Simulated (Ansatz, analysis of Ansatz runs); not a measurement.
# K3BrCl2 (P-3m1), V_Cl hop (4.5 Å): attempt frequency at charge +1

Aim: the prefactor of a hop in K3BrCl2 (P-3m1) (V_Cl hop (4.5 Å), charge +1) from the modes of the moving atom at the start and at the top of a path found beforehand. Model: a cell of 54 host atoms with 1 Cl taken out.

Program: Ansatz 0.2.0. Level of theory: plane-wave PAW DFT, PBEsol; finite-difference force constants of the moving atom alone. Results are calculated unless marked as measured.

**1. Set-up**

The cell holds 53 atoms: 27 K, 9 Br and 17 Cl. Cell: a = 13.448 Å, b = 13.448 Å, c = 11.001 Å, α = 90.0°, β = 90.0°, γ = 120.0°. It derives from K3BrCl2 (space group P-3m1). Nearest the centre at fractional (0.389, 0.278, 0.338): Cl6 at 2.17 Å, K25 at 2.38 Å, K20 at 2.38 Å, Cl23 at 3.71 Å, Cl24 at 3.82 Å, Cl12 at 3.82 Å, K19 at 3.86 Å, K2 at 3.86 Å. The cell carries charge +1.

The cell's shortest repeat is 11.0 Å.

**2. Vibrations of the moving atom at the start point**

Harmonic transition-state theory takes the prefactor from the modes at the minimum and at the top. Only the moving atom is displaced, by 0.02 Å, which takes six displaced runs and a reference; the host's atoms are held.

The input, qp1.start.modes/input.yaml:

```yaml
crystal:
  lattice:
    - [13.44809205, 9.0e-08, 0.0]
    - [-6.7240461, 11.64638931, 0.0]
    - [0.0, 0.0, 11.00082975]
  atoms:
    - { symbol: K, position: [-0.00075906, 0.00044258, 0.4998096] }
    - { symbol: K, position: [0.11016327, 0.22171998, 0.17733612] }
    - { symbol: K, position: [0.22101038, 0.10983846, 0.82320916] }
    - { symbol: Br, position: [0.00141084, -0.00161935, 0.00313053] }
    - { symbol: Cl, position: [0.10577087, 0.21970203, 0.66730089] }
    - { symbol: Cl, position: [0.22766394, 0.11643698, 0.33888379] }
    - { symbol: K, position: [-0.00045653, 0.33229731, 0.4996914] }
    - { symbol: K, position: [0.11135419, 0.55658176, 0.17829648] }
    - { symbol: K, position: [0.22098246, 0.44454569, 0.82324359] }
    - { symbol: Br, position: [0.00145909, 0.33648779, 0.00325683] }
    - { symbol: Cl, position: [0.10961487, 0.55276797, 0.65798189] }
    - { symbol: Cl, position: [0.22765208, 0.44428068, 0.33875061] }
    - { symbol: K, position: [0.00025492, 0.66687171, 0.50018275] }
    - { symbol: K, position: [0.11161494, 0.88843916, 0.17830679] }
    - { symbol: K, position: [0.22205184, 0.77769721, 0.81209559] }
    - { symbol: Br, position: [0.00728284, 0.67033688, -0.00648145] }
    - { symbol: Cl, position: [0.10948744, 0.89024637, 0.65815555] }
    - { symbol: Cl, position: [0.22219235, 0.77778329, 0.33820857] }
    - { symbol: K, position: [0.33290784, -0.000555, 0.50026194] }
    - { symbol: K, position: [0.4350313, 0.20353941, 0.16418304] }
    - { symbol: K, position: [0.55533936, 0.1097426, 0.82313111] }
    - { symbol: Br, position: [0.32960619, -0.00729315, -0.00662688] }
    - { symbol: Cl, position: [0.4467339, 0.22675623, 0.65520503] }
    - { symbol: Cl, position: [0.555323, 0.11656182, 0.33876275] }
    - { symbol: K, position: [0.31565704, 0.32435206, 0.51266355] }
    - { symbol: K, position: [0.43475181, 0.56483897, 0.16415453] }
    - { symbol: K, position: [0.5554853, 0.44442938, 0.82242518] }
    - { symbol: Br, position: [0.33712451, 0.3352728, 0.00516192] }
    - { symbol: Cl, position: [0.44673048, 0.55308658, 0.6553203] }
    - { symbol: K, position: [0.33297787, 0.66678203, 0.50008226] }
    - { symbol: K, position: [0.44333442, 0.88839946, 0.17826332] }
    - { symbol: K, position: [0.55541175, 0.77887479, 0.82331008] }
    - { symbol: Br, position: [0.3296134, 0.67035438, -0.00662951] }
    - { symbol: Cl, position: [0.44703605, 0.89021554, 0.65820103] }
    - { symbol: Cl, position: [0.55516413, 0.77209505, 0.3388535] }
    - { symbol: K, position: [0.66743769, 0.00044023, 0.49990447] }
    - { symbol: K, position: [0.77808333, 0.22194183, 0.17726607] }
    - { symbol: K, position: [0.88887003, 0.11107365, 0.83102619] }
    - { symbol: Br, position: [0.66346378, -0.00151802, 0.00310213] }
    - { symbol: Cl, position: [0.78053101, 0.21937147, 0.66729729] }
    - { symbol: Cl, position: [0.88865692, 0.11107168, 0.33914038] }
    - { symbol: K, position: [0.67542246, 0.32424657, 0.51269549] }
    - { symbol: K, position: [0.79646631, 0.56504214, 0.16424812] }
    - { symbol: K, position: [0.8901229, 0.44449463, 0.82311542] }
    - { symbol: Br, position: [0.66477137, 0.33535054, 0.00497552] }
    - { symbol: Cl, position: [0.77297015, 0.55322605, 0.65502359] }
    - { symbol: Cl, position: [0.88326892, 0.44469504, 0.33898062] }
    - { symbol: K, position: [0.67542456, 0.68439225, 0.51252396] }
    - { symbol: K, position: [0.77797376, 0.88973522, 0.17733891] }
    - { symbol: K, position: [0.88997481, 0.77880098, 0.82326502] }
    - { symbol: Br, position: [0.66466293, 0.66283556, 0.00515972] }
    - { symbol: Cl, position: [0.78041162, 0.89436457, 0.66715134] }
    - { symbol: Cl, position: [0.88323282, 0.7722522, 0.33871873] }
  symmetry: { detect: false }
total_charge: 1
basis:
  ecutwfc: 420
  xc_grid: 2
hamiltonian:
  xc: pbesol
kpoints:
  mp_grid: { grid: [1, 1, 1], shift: [0.25, 0.25, 0.25] }
scf:
  occupations: { method: fixed }
  max_iter: 120
phonons:
  supercell: [1, 1, 1]
  displaced_sites: [5]
  amplitude: 0.02
```

Started as:

```sh
> ansatz run input.yaml --threads 32 --pin off --max-ram 84787MiB --backend cuda --events-out ev --progress --plain --runs-dir out --max-vram 78GiB
```

Numbers of over 12 decimals in the logs are rounded to 6 here.

The program printed:

```text
Engine: ansatz 0.2.0, aarch64-unknown-linux-gnu
[...]
Pseudopotential: K, paw, valence charge 9, recommended cutoff 420 eV (normal), K.paw.azcp
Pseudopotential: Br, paw, valence charge 7, recommended cutoff 420 eV (normal), Br.paw.azcp
Pseudopotential: Cl, paw, valence charge 7, recommended cutoff 420 eV (normal), Cl.paw.azcp
Functional definition: PBEsol
[...]
Crystal: 53 atoms, lattice volume = 1722.969 Å³
Basis set: ecut = 420 eV, 33637 PW (Γ), exchange–correlation on 180×180×150 points (8 copies of the dense FFT grid, shifted against one another)
Bands: 265, of which v1, the nominal top of the filled ones, is band 212 counted from 1 (211 counted from 0)
[...]
k-points: 1
[...]
Functional: x = pbesol(κ = 0.804, μ = 0.123457), c = pbesol(β = 0.046)
SCF iter   1: F=—  HF=-83697.105598 eV  |F-HF|=—  |Δ(HF+E_count)|=         —  Δρ=2.27e-3  dr2=1.50e-1  ethr=1.77e-3  ⟨swp⟩=5.0  Hψ=950  notcnv=0  defer=51
[...]
SCF iter   2: F=—  HF=-83697.055933 eV  |F-HF|=—  |Δ(HF+E_count)|=   4.97e-2  Δρ=9.53e-4  dr2=2.35e-2  ethr=3.54e-5  ⟨swp⟩=3.0  Hψ=386  notcnv=0  defer=51
[...]
SCF 1 converged in 9 iterations: F = -83697.056943 eV  dr2 = 6.64e-10
[...]
SCF iter   2: F=—  HF=-83697.056948 eV  |F-HF|=—  |Δ(HF+E_count)|=   5.78e-5  Δρ=5.29e-5  dr2=2.64e-5  ethr=5.32e-8  ⟨swp⟩=3.0  Hψ=379  notcnv=0  defer=49
[...]
SCF iter   7: F=-83697.056516 eV  HF=-83697.056516 eV  |F-HF|=1.46e-11  |Δ(HF+E_count)|=   1.00e-9  Δρ=5.25e-8  dr2=6.77e-11  ethr=1.00e-12  ⟨swp⟩=4.0  Hψ=771  notcnv=0
[...]
SCF 7 converged in 5 iterations: F = -83697.056616 eV  dr2 = 1.48e-11
SCF converged after 9 iterations
[...]
--- Band table (eV) ---
[...]
--- Phonons: 6 displaced members + reference (amplitude 0.02 Å, Σ member SCF iterations 36) ---
  symmetry images taken by strict's conditions (phonons.symmetry_images: auto; settled by no image being taken that strict refuses)
  force constants formed among 1 of 53 sites (Cl 5); the other 52 at rest. The modes move the named sites alone.
  the frequencies, the zero-point energy and the sums are of the block with the acoustic sum rule laid on its rows. Row sums over every site: 1.1e-4 eV/Å² at the most
  transpose residual: 2.9e-4 eV/Å²
  largest component of a force at the reference: 3.7e-3 eV/Å on a named site, 1.5e-2 eV/Å on a site at rest
  frequencies among the named sites at Γ of the cell (cm⁻¹): 109.06 117.27 120.30
  unstable modes among the named sites: 0
  frequencies as built, with no sum rule (cm⁻¹): 109.05 117.27 120.30
  zero-point energy: 0.021488 eV/cell   skipped modes (ω ≤ 0): 0
  not written: the harmonic force-constant file, the file of eigenvectors (these modes' are written with the force constants), the density of states and the dispersion, which are of every site
[...]
```

It took 3.2 s on 1 × NVIDIA GB200 with 32 threads of Arm Neoverse V2, shared host; peak memory 1.9 GiB.

Reading the cycles: dr2 is the Hartree energy of the density residual (eV), the measure of convergence; HF is the Harris–Foulkes estimate of the energy, which meets the free energy F at convergence.

This step gave:

```yaml
free_energy: -83697.0569 eV
frequencies_of_moving_atom: 109.1, 117.3, 120.3 cm⁻¹ (negative: imaginary)
```

The three modes are 109, 117 and 120 cm⁻¹: all real, a minimum for this atom with the others held.

**3. Vibrations of the moving atom at the top of the path**

The same at the top, where the mode along the path should be imaginary.

The input, qp1.top.modes/input.yaml:

```yaml
crystal:
  lattice:
    - [13.44809205, 9.0e-08, 0.0]
    - [-6.7240461, 11.64638931, 0.0]
    - [0.0, 0.0, 11.00082975]
  atoms:
    - { symbol: K, position: [-0.01543787, -0.00689828, 0.5122195] }
    - { symbol: K, position: [0.13153865, 0.23780124, 0.1799727] }
[... 2 atom lines left out ...]
    - { symbol: Cl, position: [0.09587068, 0.21299522, 0.66827124] }
    - { symbol: Cl, position: [0.37400147, 0.29277739, 0.31601082] }
[... 5 atom lines left out ...]
    - { symbol: Cl, position: [0.21510108, 0.45167478, 0.34894465] }
[... 6 atom lines left out ...]
    - { symbol: K, position: [0.34413939, 0.00671752, 0.50327978] }
    - { symbol: K, position: [0.45987816, 0.20689667, 0.13461491] }
[... 2 atom lines left out ...]
    - { symbol: Cl, position: [0.44250552, 0.22427752, 0.66457676] }
    - { symbol: Cl, position: [0.55762178, 0.10914195, 0.33368832] }
    - { symbol: K, position: [0.31842476, 0.34832794, 0.54352963] }
    - { symbol: K, position: [0.42898183, 0.53524274, 0.17995675] }
[... 1 atom line left out ...]
    - { symbol: Br, position: [0.33652029, 0.33024412, -0.01887514] }
[... 13 atom lines left out ...]
    - { symbol: K, position: [0.66005058, 0.32262148, 0.5032775] }
[... 10 atom lines left out ...]
    - { symbol: Cl, position: [0.88905254, 0.77771759, 0.33862645] }
  symmetry: { detect: false }
total_charge: 1
basis:
  ecutwfc: 420
  xc_grid: 2
hamiltonian:
  xc: pbesol
kpoints:
  mp_grid: { grid: [1, 1, 1], shift: [0.25, 0.25, 0.25] }
scf:
  occupations: { method: fixed }
  max_iter: 120
phonons:
  supercell: [1, 1, 1]
  displaced_sites: [5]
  amplitude: 0.02
```

The program printed:

```text
[...]
Crystal: 53 atoms, lattice volume = 1722.969 Å³
Basis set: ecut = 420 eV, 33637 PW (Γ), exchange–correlation on 180×180×150 points (8 copies of the dense FFT grid, shifted against one another)
Bands: 265, of which v1, the nominal top of the filled ones, is band 212 counted from 1 (211 counted from 0)
[...]
k-points: 1
[...]
SCF iter   1: F=—  HF=-83696.448855 eV  |F-HF|=—  |Δ(HF+E_count)|=         —  Δρ=2.28e-3  dr2=1.46e-1  ethr=1.77e-3  ⟨swp⟩=6.0  Hψ=833  notcnv=0  defer=51
[...]
SCF iter   2: F=—  HF=-83696.408737 eV  |F-HF|=—  |Δ(HF+E_count)|=   4.01e-2  Δρ=9.41e-4  dr2=2.13e-2  ethr=3.45e-5  ⟨swp⟩=2.0  Hψ=386  notcnv=0  defer=51
[...]
SCF 1 converged in 9 iterations: F = -83696.405944 eV  dr2 = 7.79e-10
[...]
SCF iter   2: F=—  HF=-83696.406034 eV  |F-HF|=—  |Δ(HF+E_count)|=   6.62e-5  Δρ=5.33e-5  dr2=2.80e-5  ethr=5.69e-8  ⟨swp⟩=2.0  Hψ=381  notcnv=0  defer=49
[...]
SCF iter   8: F=-83696.405648 eV  HF=-83696.405648 eV  |F-HF|=2.91e-11  |Δ(HF+E_count)|=  1.31e-10  Δρ=1.44e-8  dr2=6.10e-12  ethr=1.00e-12  ⟨swp⟩=4.0  Hψ=717  notcnv=0
[...]
SCF 7 converged in 5 iterations: F = -83696.405310 eV  dr2 = 1.38e-11
SCF converged after 9 iterations
[...]
--- Band table (eV) ---
[...]
transpose residual: 6.0e-4 eV/Å²
[...]
frequencies among the named sites at Γ of the cell (cm⁻¹): -37.53 78.25 210.47
  unstable modes among the named sites: 1
  frequencies as built, with no sum rule (cm⁻¹): -37.53 78.24 210.47
  zero-point energy: 0.017898 eV/cell   skipped modes (ω ≤ 0): 1, of them read as no rigid motion or as one in doubt: 1 (1.000e0 modes/cell left out, lowest -37.53 cm⁻¹)
[...]
```

Elapsed: 3.2 s, on 1 × NVIDIA GB200 with 32 threads; peak memory 1.9 GiB; 13 s of CPU time.

Read from the output:

| Property | Result |
| --- | --- |
| free energy | -83696.4059 eV |
| frequencies of moving atom | -37.53, 78.25, 210.5 cm⁻¹ (negative: imaginary) |

The three modes are 38i, 78 and 210 cm⁻¹: one imaginary, a saddle of first order for this atom with the others held.

**4. Attempt frequency and hop rate**

Analysis of the runs above: harmonic transition-state theory from the moving atom's modes alone (Vineyard), PBEsol.

It gives:

```yaml
attempt_frequency: 2.801 THz
```

Table of hop rate by temperature:

| temperature (K) | hop rate (1/s) |
| --- | --- |
| 200 | 1.1e-4 |
| 300 | 32.4 |
| 400 | 17581 |
| 600 | 9.5e6 |
| 800 | 2.2e8 |
| 1000 | 1.5e9 |

**5. What came out**

| Quantity | Value |
| --- | --- |
| attempt frequency (attempt frequency and hop rate) | 2.80 THz |

In words: The attempt frequency, the product of the three frequencies at the start over that of the two real ones at the top (Vineyard), is 2.8 THz. With the barrier of 0.65 eV it gives 9.5e+06 hops a second at 600 K along this one path; equivalent neighbouring sites multiply that. The host's atoms were held, though they move along the path too, so the prefactor is rough. What this leaves open: one k-point off the zone centre stands for the whole zone.

[Logs are printed without paths, hosts, clocks, repeated set-up lines and the standing remarks that a program may print on its own settings, such as how far it seeks lower states.]

[Hosts, paths, dates, database ids (printed as entryN), source tags and the programs' standing remarks are cut or masked in the printed files.]
